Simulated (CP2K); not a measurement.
Consider biacetyl at its PBE geometry (Å).

```xyz
12

C     1.9487   -0.0734    0.3281
C     0.6440    0.2611   -0.3386
O     0.5449    0.9129   -1.3696
C    -0.6440   -0.2611    0.3386
C    -1.9487    0.0734   -0.3281
O    -0.5449   -0.9129    1.3696
H     1.9542    0.3139    1.3572
H     2.7773    0.3495   -0.2475
H     2.0562   -1.1636    0.4203
H    -2.0562    1.1636   -0.4203
H    -1.9542   -0.3140   -1.3571
H    -2.7773   -0.3494    0.2475
```

Method: CP2K XAS_TDP, all-electron GAPW, PBEh(45%), aug-cc-pVDZ, TDA, GW2X-corrected core level, no relativity.

Where do the O K-edge lines lie, and how strong are they?

Leading lines: O3 530.79 eV. The leading line of an atom is its first one with 35 % of the strongest within 2.5 eV of its lowest line over the strength cut. Core ionisation energies at this level: O3 538.47 eV.

The first six lines of each atom with a strength over 0.0015:

```csv
atom,energy (eV),states,"strength, one atom",above the computed threshold
"O3 (bonded to C), 2 alike",530.79,1,0.0437,
,536.93,1,0.0036,
,539.29,1,0.0021,yes
,539.51,1,0.0037,yes
,540.48,1,0.0019,yes
,540.70,1,0.0046,yes
```

Lines are vertical, at one geometry, with no vibrational structure. GW2X ionisation energies and lines can be off by 1 to 2 eV either way, and a good line position may hide errors that cancel. These values hold no scalar relativity, about 0.4 eV for O 1s. Rydberg lines, and the discretised continuum above threshold, depend on the basis and the box.

[Banner, clock and machine lines of the logs are left out without a mark of their own.]

[Logs are printed without paths, hosts, clocks, repeated set-up lines and the standing remarks that a program may print on its own settings, such as how far it seeks lower states.]

[Hosts, paths, dates, database ids (printed as entryN), source tags and the programs' standing remarks are cut or masked in the printed files.]
